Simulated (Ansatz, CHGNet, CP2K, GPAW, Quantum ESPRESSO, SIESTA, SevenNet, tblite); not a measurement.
# Which run comes nearest? Random packing of 61Li2S-17P2S5-22LiCl (mol %) (62 atoms)

Density of this cell: 1.80 g/cm³. The cell holds 62 atoms: 26 Li, 26 S, 6 P and 4 Cl. Cell: a = 10.731 Å, b = 10.731 Å, c = 10.731 Å, α = 90.0°, β = 90.0°, γ = 90.0°. 62 atoms (26 Li, 26 S, 6 P, 4 Cl) packed at random in a cube at 1.8 g/cm³ and pushed apart as soft spheres, cations and anions kept from their own kind; a start for melting by ab initio MD, not an equilibrated structure. Then every atom was moved at random, 0.05 Å r.m.s. a Cartesian component.

Geometry: as built.

The reference, a calculation:

```
method                 : Kohn-Sham DFT, PBE, PAW, plane waves (Ansatz 0.2.0); cutoff 420 eV, Γ point, fermi-dirac smearing of 0.05 eV; PAW set soft_2
r.m.s. force component : 0.6146 eV/Å
longest force          : 2.328 eV/Å
pressure               : -0.6433 GPa
SCF cycles             : 11
time                   : 4.5 s on 8 threads of Arm Neoverse V2, shared host
CPU time               : 31 s
```

Runs, in no order:
A. QE PBE, sssp-1.3.0-efficiency, 45/360 Ry: Kohn-Sham DFT, PBE, SSSP efficiency 1.3.0 pseudopotentials, plane waves
B. SIESTA PBE, DZP, shift 0.01 Ry, mesh 200 Ry: Kohn-Sham DFT, PBE, PseudoDojo 0.4.1 norm-conserving pseudopotentials (converted to PSML), numerical atomic orbitals (DZP), diagonalisation
C. CHGNet 0.3.0 potential: machine-learned interatomic potential CHGNet 0.3.0, trained on PBE(+U) plane-wave data
D. GPAW PBE, LCAO dzp, h 0.2 Å: Kohn-Sham DFT, PBE, PAW, atomic orbitals (dzp)
E. CP2K PBE, SZV-MOLOPT-SR, 600/50 Ry, diagonalisation: Kohn-Sham DFT, PBE, GTH-PBE pseudopotentials, Gaussian and plane waves, SZV-MOLOPT-SR-GTH, diagonalisation

Q: Order them from the smallest to the largest r.m.s. force difference.

A, D, B, C, E.

```
                                                   run  Δ force, r.m.s. (meV/Å)  share of r.m.s. force (%)  CPU time
           A. QE PBE, sssp-1.3.0-efficiency, 45/360 Ry                     2.52                      0.410    13 min
                        D. GPAW PBE, LCAO dzp, h 0.2 Å                      147                       23.9   2.3 min
        B. SIESTA PBE, DZP, shift 0.01 Ry, mesh 200 Ry                      219                       35.7   2.3 min
                             C. CHGNet 0.3.0 potential                      335                       54.5     3.1 s
E. CP2K PBE, SZV-MOLOPT-SR, 600/50 Ry, diagonalisation                      863                        140   3.8 min
```

Machine-learned potentials mimic data converged in k, so the reference's own k-point error enters their differences. The electronic-structure runs sample only Γ, in a cell whose shortest periodic width is 11 Å, which is coarse for a cell with partly filled levels.

[Logs are printed without paths, hosts, clocks, repeated set-up lines and the standing remarks that a program may print on its own settings, such as how far it seeks lower states.]

[Hosts, paths, dates, database ids (printed as entryN), source tags and the programs' standing remarks are cut or masked in the printed files.]
